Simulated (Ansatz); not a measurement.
## CsSrF3 (Pm-3m): following an unstable mode

Aim: this structure of CsSrF3 (Pm-3m) is to be tested for unstable modes, and one is followed downhill.

Calculated with Ansatz 0.2.0; DFT PBEsol, scalar-relativistic, plane waves, PAW; PAW set soft_1.

## 1. The starting structure

Symmetry: Pm-3m, No. 221, cubic system. The conventional cell has a = 4.737 Å, b = 4.737 Å, c = 4.737 Å, α = 90.00°, β = 90.00°, γ = 90.00°. Nearest to Cs lie 12 F at 3.35 Å. Sr has 6 F at 2.37 Å nearest. F has 2 Sr at 2.37 Å and 4 Cs at 3.35 Å nearest. Farther neighbours and most contacts between anions are not listed.

## 2. Phonons on a q mesh

The cell comes from relaxations at this level that are not shown. Stability and thermal properties need the whole zone. Linear response on a 2×2×2 q mesh gives force constants as far as a supercell of that size would, and the tensors from the zone-centre run are typed in so that the long-range dipole term is interpolated apart.

Contents of input.yaml:

```yaml
crystal:
  lattice:
    - [4.7371927409, 0.0, 0.0]
    - [0.0, 4.7371927409, 0.0]
    - [0.0, 0.0, 4.7371927409]
  atoms:
    - { symbol: Cs, position: [0.0, 0.0, 0.0] }
    - { symbol: Sr, position: [0.5, 0.5, 0.5] }
    - { symbol: F, position: [0.0, 0.5, 0.5] }
    - { symbol: F, position: [0.5, 0.0, 0.5] }
    - { symbol: F, position: [0.5, 0.5, 0.0] }
kpoints:
  mp_grid: { grid: [6, 6, 6] }
hamiltonian:
  xc: pbesol
  pseudopotentials: { kind: paw, azcp: { folder: soft_1 }, xc_functional: pbe }
scf:
  occupations: { method: fixed }
output:
  eigenvalues: true
phonons:
  method: dfpt
  qmesh: [2, 2, 2]
  temperatures: { t_max: 1000, t_step: 50 }
  qpath:
    path:
      - [[0.0, 0.0, 0.0], [0.0, 0.5, 0.0], [0.5, 0.5, 0.0], [0.0, 0.0, 0.0], [0.5, 0.5, 0.5], [0.0, 0.5, 0.0]]
      - [[0.5, 0.5, 0.5], [0.5, 0.5, 0.0]]
    npoints: 10
  non_analytic_term:
    high_frequency_dielectric_tensor: [[2.2877, 0.0, 0.0], [0.0, 2.2877, 0.0], [0.0, 0.0, 2.2877]]
    born_effective_charges:
      - { species: Cs, tensor: [[1.3028, 0.0, 0.0], [0.0, 1.3028, 0.0], [0.0, 0.0, 1.3028]] }
      - { species: Sr, tensor: [[2.4582, 0.0, 0.0], [0.0, 2.4582, 0.0], [0.0, 0.0, 2.4582]] }
      - { species: F, tensor: [[-1.7053, 0.0, 0.0], [0.0, -1.0279, 0.0], [0.0, 0.0, -1.0279]] }
      - { species: F, tensor: [[-1.0279, 0.0, 0.0], [0.0, -1.7053, 0.0], [0.0, 0.0, -1.0279]] }
      - { species: F, tensor: [[-1.0279, 0.0, 0.0], [0.0, -1.0279, 0.0], [0.0, 0.0, -1.7053]] }
    source: "zone-centre run at this cell"
```

On the command line:

```
$ ansatz run input.yaml --threads 4 --pin off --max-ram 10240MiB --backend cpu --events-out ev --progress --plain --runs-dir out
```

Numbers of over 12 decimals in the logs are rounded to 6 here.

The program printed:

```text
Engine: ansatz 0.2.0, aarch64-unknown-linux-gnu
Pseudopotentials: kind: paw
Pseudopotential: Cs, paw, valence charge 9, recommended cutoff 420 eV (normal), soft_1/Cs.paw.azcp
Pseudopotential: Sr, paw, valence charge 10, recommended cutoff 420 eV (normal), soft_1/Sr.paw.azcp
Pseudopotential: F, paw, valence charge 7, recommended cutoff 420 eV (normal), soft_1/F.paw.azcp
Functional definition: PBEsol
  exchange = pbesol_x
  correlation = pbesol_c
Crystal: 5 atoms, lattice volume = 106.307 Å³
Basis set: ecut = 420 eV, 2103 PW (Γ), exchange–correlation on 64×64×64 points (8 copies of the dense FFT grid, shifted against one another)
Bands: 25, of which v1, the nominal top of the filled ones, is band 20 counted from 1 (19 counted from 0)
Symmetry: 48 space group operations
k-points: 20 of 216
Non-local potential: Cs, projectors of the file, l = 0: 3, l = 1: 2, l = 2: 2, l = 3: 2
Non-local potential: Sr, projectors of the file, l = 0: 3, l = 1: 2, l = 2: 2
Non-local potential: F, projectors of the file, l = 0: 2, l = 1: 2, l = 2: 1
PAW form: soft (Blöchl's): semilocal exchange-correlation on the pseudo side does not see the compensation charge
PAW frozen core: Cs, regenerated for the run's functional, and the local potential with it (the file was generated under x = pbe(κ = 0.804, μ = 0.219515), c = pbe(β = 0.066725))
PAW frozen core: Sr, regenerated for the run's functional, and the local potential with it (the file was generated under x = pbe(κ = 0.804, μ = 0.219515), c = pbe(β = 0.066725))
PAW frozen core: F, regenerated for the run's functional, and the local potential with it (the file was generated under x = pbe(κ = 0.804, μ = 0.219515), c = pbe(β = 0.066725))
PAW one-centre angular grid: Cs, 194 points (default); XC on 64 Gauss nodes
PAW one-centre angular grid: Sr, 110 points (default); XC on 64 Gauss nodes
PAW one-centre angular grid: F, 110 points (default); XC on 64 Gauss nodes
Initial density: superposition of atomic densities (chi_scale 0.1, normalization cell, long waves kept (reshape's long-wave potential 0.00 eV rms))
Initial wavefunctions: pseudopotential atomic-orbital guess
Functional: x = pbesol(κ = 0.804, μ = 0.123457), c = pbesol(β = 0.046)
SCF iter   1: F=—  HF=-11494.366687 eV  |F-HF|=—  |Δ(HF+E_count)|=         —  Δρ=1.66e-1  dr2=2.49e1  ethr=3.10e-3  ⟨swp⟩=6.4  Hψ=2619  notcnv=0  defer=36
preconditioner: auto → Resta (q_TF=auto, 2.318 Å⁻¹)  ε∞=3.5  [insulator: Δε(μ)=3.185 eV  Ē_g=13.759 eV  n_scr=26 (ndim 8)  ℏωp=21.6 eV  f_vac=0.001  ε∞_Penn≈3.5]
SCF iter   2: F=—  HF=-11489.096681 eV  |F-HF|=—  |Δ(HF+E_count)|=    5.27e0  Δρ=7.55e-2  dr2=3.51e0  ethr=3.10e-3  ⟨swp⟩=4.2  Hψ=1469  notcnv=0  defer=34
SCF iter   3: F=—  HF=-11488.286969 eV  |F-HF|=—  |Δ(HF+E_count)|=   8.10e-1  Δρ=1.88e-2  dr2=4.92e-1  ethr=3.10e-3  ⟨swp⟩=2.2  Hψ=1021  notcnv=0  defer=27
SCF iter   4: F=—  HF=-11488.188364 eV  |F-HF|=—  |Δ(HF+E_count)|=   9.86e-2  Δρ=6.19e-3  dr2=4.00e-2  ethr=1.23e-3  ⟨swp⟩=2.7  Hψ=1060  notcnv=0  defer=50
SCF iter   5: F=—  HF=-11488.188113 eV  |F-HF|=—  |Δ(HF+E_count)|=   2.51e-4  Δρ=1.42e-3  dr2=1.90e-3  ethr=9.99e-5  ⟨swp⟩=3.0  Hψ=883  notcnv=0  defer=53
SCF iter   6: F=—  HF=-11488.188406 eV  |F-HF|=—  |Δ(HF+E_count)|=   2.94e-4  Δρ=3.38e-4  dr2=1.62e-4  ethr=4.74e-6  ⟨swp⟩=2.9  Hψ=882  notcnv=0  defer=55
SCF iter   7: F=—  HF=-11488.188434 eV  |F-HF|=—  |Δ(HF+E_count)|=   2.73e-5  Δρ=1.02e-4  dr2=1.29e-5  ethr=4.05e-7  ⟨swp⟩=2.0  Hψ=774  notcnv=0  defer=54
SCF iter   8: F=—  HF=-11488.188435 eV  |F-HF|=—  |Δ(HF+E_count)|=   1.52e-6  Δρ=1.40e-5  dr2=1.25e-7  ethr=3.21e-8  ⟨swp⟩=2.1  Hψ=796  notcnv=0  defer=51
SCF iter   9: F=—  HF=-11488.188435 eV  |F-HF|=—  |Δ(HF+E_count)|=   2.44e-7  Δρ=2.74e-6  dr2=7.73e-9  ethr=3.12e-10  ⟨swp⟩=2.0  Hψ=831  notcnv=0  defer=45
SCF iter  10: F=—  HF=-11488.188435 eV  |F-HF|=—  |Δ(HF+E_count)|=  6.15e-10  Δρ=2.39e-7  dr2=6.89e-11  ethr=1.93e-11  ⟨swp⟩=2.1  Hψ=779  notcnv=0  defer=45
SCF iter  11: F=-11488.188435 eV  HF=-11488.188435 eV  |F-HF|=3.64e-12  |Δ(HF+E_count)|=  5.82e-11  Δρ=4.80e-8  dr2=2.38e-12  ethr=1.00e-12  ⟨swp⟩=15.9  Hψ=4090  notcnv=0
SCF 1 converged in 11 iterations: F = -11488.188435 eV  dr2 = 2.38e-12
  greatest PAW one-centre occupation: 0.987 electrons in one spin orbital (limit 2), on the Sr atom at site 1 (counted from 0), in its partial waves of l = 0
NSCF: frozen V_eff on 20 k-points
NSCF: frozen V_eff on 64 k-points
DFPT response loops at q = (0, 0, 0) (fractional): preconditioner auto → none (the input reference at scf.mixing.eps_inf says where Resta's filter doesn't serve); β = 0.50; Broyden in place of MSR1
NSCF: frozen V_eff on 128 k-points
DFPT response loops at q = (0, 0, -0.5) (fractional): preconditioner auto → Resta (q_TF=auto, 2.318 Å⁻¹)  ε∞=3.1 (no band partly filled); β = 1.00, the filter's whole step (`scf.mixing.beta` (0.50) is not read by the response loops at its default; to damp them type it under 1.00, their step now; it binds the ground state too); Broyden in place of MSR1
NSCF: frozen V_eff on 128 k-points
DFPT response loops at q = (0, -0.5, -0.5) (fractional): preconditioner auto → none (the input reference at scf.mixing.eps_inf says where Resta's filter doesn't serve); β = 0.50; Broyden in place of MSR1
NSCF: frozen V_eff on 128 k-points
DFPT response loops at q = (-0.5, -0.5, -0.5) (fractional): mixed as the last ones told, above
SCF converged after 11 iterations
Free energy (F): -11488.188435 eV
Harris-Foulkes:  -11488.188435 eV  (|F-HF|=3.64e-12)
Internal energy: -11488.188435 eV  (E = F + TS)
E sigma→0 (E₀):  -11488.188435 eV
Fermi energy:    2.214855 eV
--- Per-component energies (eV) ---
  E_band       = -227.914677
  E_kinetic    = 972.429551
  E_local      = -2934.817982  (includes V_loc(G=0)·N_el)
  E_nonlocal   = 521.006309
  E_hartree    = 1036.256532
  E_xc         = -582.460463
  E_vxc        = -590.438542  (∫ρ·V_xc dr)
  E_paw        = -8211.009494  (= ΣΔE_a)
  E_vpaw       = -268.609173  (= ΣTr[D̂ρ^β])
  E_aug_tail   = 0.002064  (compensation charges beyond the density's cutoff)
  E_ewald      = -2290.000792
  E_core_change = 0.405840  (= ΣΔE_core)
  E_smearing   = -0.000000  (= −TS)
  E_closure    = 0.000000  (closes the sum)
  Σ components = -11488.188435   (vs F -11488.188435, Δ=0.00e0)
--- Band table (eV; the first three rows and the last of 20) ---
  k-point 0: bands = [... 16 lower, 1.9373, 2.2149, 2.2149, 2.2149, 8.5138, 9.9072, 9.9072, 10.8599, ... 1 higher]
  k-point 1: bands = [... 16 lower, 1.8999, 1.9192, 2.2114, 2.2114, 8.8907, 10.0862, 10.2229, 10.9944, ... 1 higher]
  k-point 2: bands = [... 16 lower, 1.8227, 1.8227, 2.2062, 2.2062, 9.6853, 10.4919, 11.0285, 11.3694, ... 1 higher]
  k-point 19: bands = [... 16 lower, 1.5621, 2.1730, 2.1730, 2.1730, 10.6985, 10.6985, 10.6985, 12.7208, ... 1 higher]
--- Phonons (Γ-DFPT): 4 representative perturbations + reference (Σ response iterations 13) ---
  ASR residual: 4.799e-4 → 0.000e0 eV/Å²; symmetrization residual: 3.825e-6 eV/Å²
  ASR residual per site (eV/Å²): 2.88e-5 4.80e-4 4.37e-4 4.37e-4 4.37e-4
  Γ frequencies (cm⁻¹): 0.00 0.00 0.00 22.11 22.11 22.11 53.32 53.32 53.32 119.75 119.75 119.75 345.62 345.62 345.62
--- Phonons (arbitrary-q DFPT): 4 irreducible q on the 2×2×2 mesh ---
  q = [0.0000, 0.0000, 0.0000] (star 1, of the zone-centre solve; hermiticity 1.03e-6, symmetrization 3.13e-13): 0.00 0.00 0.00 22.11 22.11 22.11 53.32 53.32 53.32 119.75 119.75 119.75 345.62 345.62 345.62
  q = [0.0000, 0.0000, -0.5000] (star 3, 9 solved perturbations in 504 linear systems a pass and spin channel, the states on 64 of 216 k-point pairs; hermiticity 4.81e-7, symmetrization 1.29e-7): 25.83 25.83 38.57 38.57 63.01 74.34 86.63 86.63 106.22 106.22 123.59 237.57 345.24 345.24 400.62
  q = [0.0000, -0.5000, -0.5000] (star 3, 9 solved perturbations in 504 linear systems a pass and spin channel, the states on 64 of 216 k-point pairs; hermiticity 4.46e-7, symmetrization 1.22e-7): -61.90 2.27 2.27 31.93 80.78 89.25 89.25 90.86 90.86 183.64 193.80 193.80 344.71 349.46 424.60
  q = [-0.5000, -0.5000, -0.5000] (star 1, 4 solved perturbations in 184 linear systems a pass and spin channel, the states on 64 of 216 k-point pairs; hermiticity 7.23e-8, symmetrization 1.66e-8): -66.36 -66.36 -66.36 27.15 27.15 27.15 150.74 150.74 150.74 184.83 184.83 184.83 349.27 349.27 439.56
  sum rule: each row above includes the acoustic sum rule's correction from the zone centre's row sums; it moved no ω² by more than (2.50 cm⁻¹)²
  mesh force constants: q→R imaginary residual 7.47e-18; ASR residual 4.799e-4 → 0.000e0 eV/Å²; symmetrization residual 3.997e-15 eV/Å²
  interpolated dispersion: 63 rows × 15 modes
  density of states and harmonic sums: on the 14×14×14 q-mesh, interpolated from the force constants of a 2×2×2 supercell (with the dipole–dipole term of supplied tensors)
  largest difference from the sums on the solved wave vectors: F 1.55e-1 eV, S 1.57e-4 and C_V 1.42e-5 eV/K
  zero-point energy: 0.131231 eV/cell   skipped modes (ω ≤ 0): 144, of them read as no rigid motion or as one in doubt: 141 (1.144e0 modes/cell left out, lowest -66.36 cm⁻¹)   left out of the sums: 7.63e-2 of the cell's modes: C_V's classical limit lies that fraction below 3 k_B per atom; for a crystal, a wire or a layer, F and S can be off by more, and a phonons.interpolated_qmesh denser along its periods is the remedy for the sampling
```

The job ended after 91 s (4 threads of Arm Neoverse V1, shared host; peak memory 0.81 GiB).

Numbers from this step:

```
gap on the k-mesh                                       : 6.299 eV
volume per atom                                         : 21.26 Å³
sum-rule residual before enforcement                    : 4.80e-4 eV/Å²
lowest frequency on the path                            : -66.36 cm⁻¹
point group                                             : m-3m
highest frequency on the path or at a solved wavevector : 439.6 cm⁻¹
highest optical mode at the zone centre (no LO-TO term) : 345.6 cm⁻¹
lowest optical zone-centre mode                         : 22.11 cm⁻¹
lowest mode on the q mesh (acoustic modes at Γ apart)   : -66.36 cm⁻¹
```

Frequencies (cm⁻¹) solved at each irreducible wavevector; negative means imaginary. Frequencies by wavevector, by row:

```tsv
q in reciprocal lattice units	star	mode 1	mode 2	mode 3	mode 4	mode 13	mode 14	mode 15
0 0 0	1	0	0	0	22.1	345.6	345.6	345.6
0 0 -0.5	3	25.8	25.8	38.6	38.6	345.2	345.2	400.6
0 -0.5 -0.5	3	-61.9	2.3	2.3	31.9	344.7	349.5	424.6
-0.5 -0.5 -0.5	1	-66.4	-66.4	-66.4	27.1	349.3	349.3	439.6
```

Interpolated from a 2×2×2 q mesh, with the LO-TO term (at Γ the limit along the path; where Γ stands inside the path, tables give the limit on arrival). Phonon branches along the path, in cm⁻¹:

```tsv
point	branch 1	branch 2	branch 3	branch 4	branch 12	branch 13	branch 14	branch 15
Γ	0	0	0	22	178	346	346	409
halfway	21	21	32	32	204	345	345	406
X	26	26	39	39	238	345	345	401
halfway	-38	26	29	34	220	345	346	414
M	-62	2	2	32	194	345	350	425
halfway	-22	26	28	42	199	345	345	411
Γ	0	0	0	22	178	346	346	409
halfway	-19	8	8	37	192	346	346	417
R	-66	-66	-66	27	185	349	349	440
halfway	-43	-29	24	30	208	347	347	423
X	26	26	39	39	238	345	345	401
jump to R	-66	-66	-66	27	185	349	349	440
halfway	-64	-38	-38	31	191	347	349	432
M	-62	2	2	32	194	345	350	425
```

Symmetry leaves 4 wavevectors to solve. The lowest mode among them, the acoustic zeros apart, lies at q = (-0.5, -0.5, -0.5) and is imaginary, 66.4i cm⁻¹, so the energy falls along it.

## 3. The mode frozen in, largest atomic shift 0 Å

The mode followed lies at q = (-0.5, -0.5, -0.5) with frequency 66.4i cm⁻¹ and is 3-fold degenerate, the softest among the wavevectors solved. At small amplitude the distorted cell has space group no. 167 by a symmetry search on the positions. The undistorted cell that holds it gives the zero of energy on the same k mesh.

System of this step: CsSrF3. The structure is cubic, space group Pm-3m (No. 221). Conventional cell: a = 4.737 Å, b = 4.737 Å, c = 4.737 Å, α = 90.00°, β = 90.00°, γ = 90.00°. Nearest to Cs lie 12 F at 3.35 Å. Nearest to Sr lie 6 F at 2.37 Å. Nearest to F lie 2 Sr at 2.37 Å and 4 Cs at 3.35 Å. Farther neighbours and most contacts between anions are not listed.

Contents of input.yaml:

```yaml
crystal:
  lattice:
    - [4.7371927409, 4.7371927409, 0.0]
    - [4.7371927409, 0.0, 4.7371927409]
    - [4.7371927409, 0.0, -4.7371927409]
  atoms:
    - { symbol: Cs, position: [0.0, 0.5, 0.5] }
    - { symbol: Cs, position: [0.0, 0.0, 0.0] }
    - { symbol: Sr, position: [0.5, 0.25, 0.75] }
    - { symbol: Sr, position: [0.5, 0.75, 0.25] }
    - { symbol: F, position: [0.5, 0.0, 0.5] }
    - { symbol: F, position: [0.5, 0.5, 0.0] }
    - { symbol: F, position: [0.0, 0.0, 0.5] }
    - { symbol: F, position: [0.0, 0.5, 0.0] }
    - { symbol: F, position: [0.5, 0.5, 0.5] }
    - { symbol: F, position: [0.5, 0.0, 0.0] }
kpoints:
  mp_grid: { grid: [6, 6, 6] }
hamiltonian:
  xc: pbesol
  pseudopotentials: { kind: paw, azcp: { folder: soft_1 }, xc_functional: pbe }
scf:
  occupations: { method: gaussian, width: 0.02 }
output:
  forces: true
  stress: true
  eigenvalues: true
```

The program printed:

```text
[...]
Crystal: 10 atoms, lattice volume = 212.615 Å³
Basis set: ecut = 420 eV, 4111 PW (Γ), exchange–correlation on 90×90×90 points (8 copies of the dense FFT grid, shifted against one another)
Bands: 50, of which v1, the nominal top of the filled ones, is band 40 counted from 1 (39 counted from 0)
Symmetry: 96 space group operations
[...]
k-points: 16 of 216
[...]
k-point 0: bands = [... 36 lower, 2.1730, 2.2149, 2.2149, 2.2149, 8.5138, 9.9072, 9.9072, 10.6985, ... 4 higher]
  k-point 1: bands = [... 36 lower, 2.1342, 2.1378, 2.1378, 2.1505, 8.8058, 10.0947, 10.0947, 10.6910, ... 4 higher]
  k-point 2: bands = [... 36 lower, 1.9951, 2.0630, 2.0630, 2.0903, 9.5284, 10.5937, 10.5937, 10.7353, ... 4 higher]
  k-point 15: bands = [... 36 lower, 1.9908, 2.1271, 2.1919, 2.1995, 10.3955, 10.6287, 10.7349, 10.9972, ... 4 higher]
[key lines of the parts left out:]
SCF converged after 9 iterations
Free energy (F): -22976.376834 eV
Fermi energy:    5.364421 eV
P = ⅓ Tr σ = 0.0029 GPa (0.029 kbar)
```

The job ended after 3.6 s (4 threads; peak memory 0.68 GiB).

Numbers from this step:

```
pressure                         : 0.002931 GPa
energy from the undistorted cell : 0 meV/atom
```

At this level the gap is 6.30 eV on the k-mesh of the self-consistent run, which can miss the band edges.

## 4. The mode frozen in, largest atomic shift 0.32 Å

The atoms are moved along the unstable eigenvector, the largest shift by 0.32 Å, with the cell fixed.

input.yaml, the sections that differ from step 3:

```yaml
crystal:
  lattice:
    - [4.7371927409, 4.7371927409, 0.0]
    - [4.7371927409, 0.0, 4.7371927409]
    - [4.7371927409, 0.0, -4.7371927409]
  atoms:
    - { symbol: Cs, position: [0.0, 0.5, 0.5] }
    - { symbol: Cs, position: [0.0, 0.0, 0.0] }
    - { symbol: Sr, position: [0.5, 0.25, 0.75] }
    - { symbol: Sr, position: [0.5, 0.75, 0.25] }
    - { symbol: F, position: [0.5477654557, -0.0477654557, 0.5] }
    - { symbol: F, position: [0.4522345443, 0.5477654557, 0.0] }
    - { symbol: F, position: [0.0, 0.0477654557, 0.5] }
    - { symbol: F, position: [0.0, 0.4522345443, 0.0] }
    - { symbol: F, position: [0.4522345443, 0.5, 0.5] }
    - { symbol: F, position: [0.5477654557, 0.0, 0.0] }
# kpoints, hamiltonian, scf, output: as in step 3
```

The program printed:

```text
[...]
Crystal: 10 atoms, lattice volume = 212.615 Å³
Basis set: ecut = 420 eV, 4111 PW (Γ), exchange–correlation on 90×90×90 points (8 copies of the dense FFT grid, shifted against one another)
Bands: 50, of which v1, the nominal top of the filled ones, is band 40 counted from 1 (39 counted from 0)
Symmetry: 12 space group operations
[...]
k-points: 32 of 216
[...]
k-point 0: bands = [... 36 lower, 2.0923, 2.1209, 2.1209, 2.1308, 8.5220, 10.0734, 10.0734, 10.6924, ... 4 higher]
  k-point 1: bands = [... 36 lower, 2.0333, 2.0841, 2.0962, 2.0962, 8.8235, 10.2423, 10.2423, 10.6566, ... 4 higher]
  k-point 2: bands = [... 36 lower, 1.9886, 2.0276, 2.0397, 2.0397, 9.5752, 10.6841, 10.6841, 10.7014, ... 4 higher]
  k-point 31: bands = [... 36 lower, 2.0197, 2.0197, 2.0904, 2.0904, 10.5182, 10.5182, 10.9057, 10.9057, ... 4 higher]
[key lines of the parts left out:]
SCF converged after 9 iterations
Free energy (F): -22976.427871 eV
Fermi energy:    5.332738 eV
P = ⅓ Tr σ = -0.4080 GPa (-4.080 kbar)
```

The job ended after 7.2 s (4 threads; peak memory 0.73 GiB).

Numbers from this step:

| Property | Result |
| --- | --- |
| pressure | -0.4080 GPa |
| gap on the k-mesh | 6.379 eV |
| energy from the undistorted cell | -5.104 meV/atom |

The energy, extrapolated to zero smearing, is -5.10 meV/atom against the undistorted cell.

The run ends at a pressure of -0.41 GPa, with forces up to 0.0080 eV/Å.

## 5. Energy along the mode, all amplitudes (two of the runs are shown above)

An imaginary frequency means negative curvature, so the energy should fall and then rise again as anharmonic terms take over.

This step gave:

```
depth at the lowest point sampled  : 5.104 meV/atom
largest atomic shift at that point : 0.32 Å
```

Energy from the parent against largest atomic shift:

```tsv
largest atomic shift (Å)	energy from the parent (meV/atom)
0.000	0
0.040	-0.147
0.080	-0.574
0.140	-1.65
0.220	-3.49
0.320	-5.10
0.450	-1.68
0.600	20.9
```

Displacement at unit largest shift by atom:

```tsv
atom	x (Å)	y (Å)	z (Å)	size
Cs1	0.000	0.000	0.000	0.000
Cs2	0.000	0.000	0.000	0.000
Sr3	0.000	0.000	0.000	0.000
Sr4	0.000	0.000	0.000	0.000
F5	0.000	0.707	-0.707	1.000
F6	0.000	-0.707	0.707	1.000
F7	0.707	0.000	0.707	1.000
F8	-0.707	0.000	-0.707	1.000
F9	-0.707	-0.707	0.000	1.000
F10	0.707	0.707	0.000	1.000
```

The lowest of the steps tried is at 0.32 Å, 5.10 meV/atom below the parent; the bottom of the well need not coincide with a step.

(Continued in part 2 of 3.)

[Logs are printed without paths, hosts, clocks, repeated set-up lines and the standing remarks that a program may print on its own settings, such as how far it seeks lower states.]

[Hosts, paths, dates, database ids (printed as entryN), source tags and the programs' standing remarks are cut or masked in the printed files.]
